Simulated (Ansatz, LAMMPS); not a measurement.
**Compressing and expanding amorphous 64SiO2-25Y2O3-11Al2O3 (mol %) (164 atoms)**

How stiff is amorphous 64SiO2-25Y2O3-11Al2O3 (mol %) (164 atoms), and how do its levels respond to strain?

Calculated with Ansatz 0.2.0; Kohn-Sham DFT, PBEsol, PAW (set soft_1), plane waves.

## (1) Set-up

The cell holds 164 atoms: 28 Si, 22 Y, 10 Al and 104 O. Cell: a = 13.034 Å, b = 13.034 Å, c = 13.034 Å, α = 90.0°, β = 90.0°, γ = 90.0°. 164 atoms (28 Si, 22 Er, 10 Al, 104 O) placed at random at 4.5 g/cm³, melted at 5000 K for 10 ps at fixed volume with the Morse and Coulomb pair potential with partial charges (Pedone, Malavasi, Menziani, Cormack and Segre, J. Phys. Chem. B 110, 11780 (2006)). Quenched from 5000 K to 300 K at 1000 K/ps and fixed volume, held 10 ps at zero pressure, then minimised at fixed cell. Then Er was replaced by Y and the cell scaled by 1.01 (the potential has no terms for the new elements, so the cell is a start for a DFT relaxation).

Limits known from the start: The quench rate of 1000 K/ps is many orders above laboratory rates, so the cell is likely richer in defects and strain than a real sample. The starting topology of bonds comes from the classical model, and needn't be the one that DFT or experiment would give. Only the Γ point is sampled.

## (2) Single point at the start

A single point comes first, to see the forces before anything moves.

Input file input.yaml:

```yaml
crystal:
  lattice:
    - [13.03386, 0.0, 0.0]
    - [0.0, 13.03386, 0.0]
    - [0.0, 0.0, 13.03386]
  atoms:
    - { symbol: Si, position: [0.73372, 0.19079, 0.83055] }
    - { symbol: Si, position: [0.96764, 0.32004, 0.13888] }
    - { symbol: Si, position: [0.42131, 0.03568, 0.99508] }
    - { symbol: Si, position: [0.95065, 0.07911, 0.8045] }
    - { symbol: Si, position: [0.61531, 0.27144, 0.64915] }
    - { symbol: Si, position: [0.14386, 0.44878, 0.91471] }
    - { symbol: Si, position: [0.95028, 0.3355, 0.65898] }
    - { symbol: Si, position: [0.27544, 0.68624, 0.28305] }
    - { symbol: Si, position: [0.21835, 0.9033, 0.952] }
    - { symbol: Si, position: [0.56559, 0.92031, 0.15308] }
    - { symbol: Si, position: [0.41382, 0.25558, 0.09855] }
    - { symbol: Si, position: [0.70856, 0.94771, 0.34256] }
    - { symbol: Si, position: [0.88853, 0.33807, 0.35658] }
    - { symbol: Si, position: [0.51122, 0.72121, 0.26984] }
    - { symbol: Si, position: [0.49081, 0.1793, 0.31847] }
    - { symbol: Si, position: [0.37612, 0.60159, 0.65138] }
    - { symbol: Si, position: [0.56739, 0.46317, 0.34045] }
    - { symbol: Si, position: [0.35998, 0.8262, 0.64393] }
    - { symbol: Si, position: [0.60691, 0.98654, 0.84026] }
    - { symbol: Si, position: [0.93274, 0.38523, 0.8954] }
    - { symbol: Si, position: [0.21421, 0.16414, 0.17458] }
    - { symbol: Si, position: [0.86854, 0.87008, 0.57963] }
    - { symbol: Si, position: [0.33913, 0.07442, 0.46413] }
    - { symbol: Si, position: [0.99745, 0.76947, 0.41471] }
    - { symbol: Si, position: [0.77811, 0.53832, 0.43785] }
    - { symbol: Si, position: [0.16581, 0.49456, 0.37706] }
    - { symbol: Si, position: [0.75211, 0.3232, 0.03601] }
    - { symbol: Si, position: [0.04493, 0.01884, 0.59431] }
    - { symbol: "Y", position: [0.34821, 0.20667, 0.66379] }
    - { symbol: "Y", position: [0.20877, 0.4089, 0.6624] }
    - { symbol: "Y", position: [0.82343, 0.94525, 0.17191] }
    - { symbol: "Y", position: [0.14197, 0.27666, 0.46168] }
    [... 126 atom lines left out ...]
    - { symbol: O, position: [0.83856, 0.12901, 0.80593] }
    - { symbol: O, position: [0.80939, 0.02403, 0.34236] }
    - { symbol: O, position: [0.00969, 0.07147, 0.48902] }
    - { symbol: O, position: [0.26206, 0.56981, 0.6315] }
    - { symbol: O, position: [0.59221, 0.93611, 0.72927] }
    - { symbol: O, position: [0.83984, 0.60688, 0.35091] }
kpoints:
  mp_grid: { grid: [1, 1, 1] }
hamiltonian:
  xc: pbesol
  pseudopotentials: { kind: paw, azcp: { folder: soft_1 }, xc_functional: pbe }
scf:
  occupations: { method: fixed }
output:
  forces: true
```

On the command line:

```console
> ansatz run input.yaml --threads 4 --pin off --max-ram 8192MiB --backend cpu --events-out ev --progress --plain --runs-dir out
```

Numbers of over 12 decimals in the logs are rounded to 6 here.

The log of the run:

```text
Engine: ansatz 0.2.0, aarch64-unknown-linux-gnu
Pseudopotentials: kind: paw
Pseudopotential: Si, paw, valence charge 4, recommended cutoff 420 eV (normal), soft_1/Si.paw.azcp
Pseudopotential: Y, paw, valence charge 11, recommended cutoff 420 eV (normal), soft_1/Y.paw.azcp
Pseudopotential: Al, paw, valence charge 3, recommended cutoff 420 eV (normal), soft_1/Al.paw.azcp
Pseudopotential: O, paw, valence charge 6, recommended cutoff 420 eV (normal), soft_1/O.paw.azcp
[... 3 lines on functional and potentials left out ...]
Crystal: 164 atoms, lattice volume = 2214.212 Å³
Basis set: ecut = 420 eV, 43387 PW (Γ), exchange–correlation on 180×180×180 points (8 copies of the dense FFT grid, shifted against one another)
Bands: 668, of which v1, the nominal top of the filled ones, is band 504 counted from 1 (503 counted from 0)
Symmetry: 1 space group operations
Space group: P1 (ITA 1), of the structure as read, at distance tolerance 1.3e-4 Å
k-points: 1
[... 13 lines on functional and potentials left out ...]
Initial density: superposition of atomic densities (chi_scale 0.1, normalization cell, long waves 54 % of neutral atoms (reshape's long-wave potential 1.54 eV rms, cloud 2.56 Å wide))
Initial wavefunctions: pseudopotential atomic-orbital guess
Functional: x = pbesol(κ = 0.804, μ = 0.123457), c = pbesol(β = 0.046)
SCF iter   1: F=—  HF=-164762.203557 eV  |F-HF|=—  |Δ(HF+E_count)|=         —  Δρ=7.98e-2  dr2=2.66e2  ethr=3.10e-3  ⟨swp⟩=5.0  Hψ=1959  notcnv=0  defer=161
preconditioner: auto → Resta (q_TF=auto, 2.393 Å⁻¹)  ε∞=4.4  [insulator: Δε(μ)=0.099 eV  Ē_g=12.422 eV  n_scr=484 (ndim 8)  ℏωp=22.8 eV  f_vac=0.020  ε∞_Penn≈4.4]
SCF iter   2: F=—  HF=-164708.410349 eV  |F-HF|=—  |Δ(HF+E_count)|=    5.38e1  Δρ=4.04e-2  dr2=5.40e1  ethr=3.10e-3  ⟨swp⟩=3.0  Hψ=1172  notcnv=0  defer=158
SCF iter   3: F=—  HF=-164695.499030 eV  |F-HF|=—  |Δ(HF+E_count)|=    1.29e1  Δρ=1.99e-2  dr2=1.22e1  ethr=3.10e-3  ⟨swp⟩=3.0  Hψ=1018  notcnv=0  defer=155
automatic band count: iteration 3 solves 664 bands in place of 668: the levels show a gap, and the empty bands left out lie too high to hold charge; the band table lists the bands solved (type scf.n_extra_bands for more)
SCF iter   4: F=—  HF=-164692.843976 eV  |F-HF|=—  |Δ(HF+E_count)|=    2.66e0  Δρ=6.99e-3  dr2=1.43e0  ethr=1.21e-3  ⟨swp⟩=3.0  Hψ=1014  notcnv=0  defer=158
SCF iter   5: F=—  HF=-164692.742905 eV  |F-HF|=—  |Δ(HF+E_count)|=   1.01e-1  Δρ=3.10e-3  dr2=3.17e-1  ethr=1.41e-4  ⟨swp⟩=3.0  Hψ=1000  notcnv=0  defer=158
SCF iter   6: F=—  HF=-164692.800674 eV  |F-HF|=—  |Δ(HF+E_count)|=   5.78e-2  Δρ=2.52e-3  dr2=1.29e-1  ethr=3.15e-5  ⟨swp⟩=4.0  Hψ=843  notcnv=0  defer=158
SCF iter   7: F=—  HF=-164692.799569 eV  |F-HF|=—  |Δ(HF+E_count)|=   1.11e-3  Δρ=6.38e-4  dr2=1.04e-2  ethr=1.28e-5  ⟨swp⟩=3.0  Hψ=852  notcnv=0  defer=158
SCF iter   8: F=—  HF=-164692.809439 eV  |F-HF|=—  |Δ(HF+E_count)|=   9.87e-3  Δρ=4.40e-4  dr2=3.82e-3  ethr=1.04e-6  ⟨swp⟩=3.0  Hψ=921  notcnv=0  defer=158
SCF iter   9: F=—  HF=-164692.810320 eV  |F-HF|=—  |Δ(HF+E_count)|=   8.82e-4  Δρ=1.14e-4  dr2=3.90e-4  ethr=3.79e-7  ⟨swp⟩=2.0  Hψ=897  notcnv=0  defer=158
SCF iter  10: F=—  HF=-164692.810899 eV  |F-HF|=—  |Δ(HF+E_count)|=   5.79e-4  Δρ=1.06e-4  dr2=2.20e-4  ethr=3.87e-8  ⟨swp⟩=3.0  Hψ=922  notcnv=0  defer=158
SCF iter  11: F=—  HF=-164692.810907 eV  |F-HF|=—  |Δ(HF+E_count)|=   8.51e-6  Δρ=3.77e-5  dr2=3.61e-5  ethr=2.18e-8  ⟨swp⟩=2.0  Hψ=918  notcnv=0  defer=158
SCF iter  12: F=—  HF=-164692.812055 eV  |F-HF|=—  |Δ(HF+E_count)|=   1.15e-3  Δρ=1.37e-5  dr2=5.40e-6  ethr=3.59e-9  ⟨swp⟩=2.0  Hψ=1114  notcnv=0  defer=157
SCF iter  13: F=—  HF=-164692.812061 eV  |F-HF|=—  |Δ(HF+E_count)|=   6.08e-6  Δρ=8.81e-6  dr2=1.72e-6  ethr=5.35e-10  ⟨swp⟩=2.0  Hψ=918  notcnv=0  defer=157
SCF iter  14: F=—  HF=-164692.812062 eV  |F-HF|=—  |Δ(HF+E_count)|=   8.58e-7  Δρ=4.17e-6  dr2=3.63e-7  ethr=1.70e-10  ⟨swp⟩=2.0  Hψ=848  notcnv=0  defer=158
SCF iter  15: F=-164692.812062 eV  HF=-164692.812062 eV  |F-HF|=2.29e-8  |Δ(HF+E_count)|=   1.55e-7  Δρ=1.46e-6  dr2=5.21e-8  ethr=9.92e-12  ⟨swp⟩=5.0  Hψ=1981  notcnv=0
SCF 1 converged in 15 iterations: F = -164692.812062 eV  dr2 = 5.21e-8
  greatest PAW one-centre occupation: 0.993 electrons in one spin orbital (limit 2), on the Y atom at site 29 (counted from 0), in its partial waves of l = 0
SCF converged after 15 iterations
Free energy (F): -164692.812062 eV
Harris-Foulkes:  -164692.812062 eV  (|F-HF|=2.29e-8)
Internal energy: -164692.812062 eV  (E = F + TS)
E sigma→0 (E₀):  -164692.812062 eV
Fermi energy:    6.051805 eV
--- Per-component energies (eV) ---
  E_band       = -4796.810580
  E_kinetic    = 26133.806440
  E_local      = -62186.620944  (includes V_loc(G=0)·N_el)
  E_nonlocal   = 6790.810493
  E_hartree    = 22822.055136
  E_xc         = -13266.555569
  E_vxc        = -15671.328486  (∫ρ·V_xc dr)
  E_paw        = -95679.626051  (= ΣΔE_a)
  E_vpaw       = -5507.668143  (= ΣTr[D̂ρ^β])
  E_aug_tail   = 0.083592  (compensation charges beyond the density's cutoff)
  E_ewald      = -49314.783206
  E_core_change = 8.018046  (= ΣΔE_core)
  E_smearing   = -0.000000  (= −TS)
  E_closure    = 0.000000  (closes the sum)
  Σ components = -164692.812062   (vs F -164692.812062, Δ=0.00e0)
--- Forces (eV/Å), atoms counted from 1 ---
  atom   1  Si    -0.22128485    -0.42937517     0.15146371
  atom   2  Si     0.21482741    -1.05262913     0.09706161
  atom   3  Si     0.91494361    -0.28899216     0.70219763
  atom   4  Si     0.08662088    -0.54503364    -0.14654867
  atom   5  Si     0.21649020    -0.62203703     0.50268348
  atom   6  Si    -0.67627451    -0.46179927     0.02126708
  atom   7  Si     1.08673758     0.44297140     1.01512224
  atom   8  Si    -0.40919918     0.57224118    -0.32962683
  atom   9  Si    -0.02490160    -0.29980759    -0.41698010
  atom  10  Si     0.20448129    -0.90124150     0.19812165
  atom  11  Si    -0.77682671    -1.50579325     1.16692449
  atom  12  Si     0.73138270    -0.28721256    -1.97921381
  atom  13  Si    -0.09503418     0.09607206    -1.55771754
  atom  14  Si    -0.43621773     1.09040005     0.53197850
[...]
atom 163  O     -0.40889172    -0.63248158    -1.04017928
  atom 164  O      0.16604756     0.45117010    -0.36858405
  max |Σ_I F_I| component: 5.05e-5 eV/Å
```

Wall time 46 s (4 threads of Arm Neoverse V2, shared host); peak memory 3.4 GiB; 3 min of CPU time.

The column dr2 measures how far the density is from self-consistency, as an energy; F and HF (Harris–Foulkes) agree once it is small.

The r.m.s. force at the start is 0.74 eV/Å.

[end of part 1 of 3]

[Logs are printed without paths, hosts, clocks, repeated set-up lines and the standing remarks that a program may print on its own settings, such as how far it seeks lower states.]

[Hosts, paths, dates, database ids (printed as entryN), source tags and the programs' standing remarks are cut or masked in the printed files.]
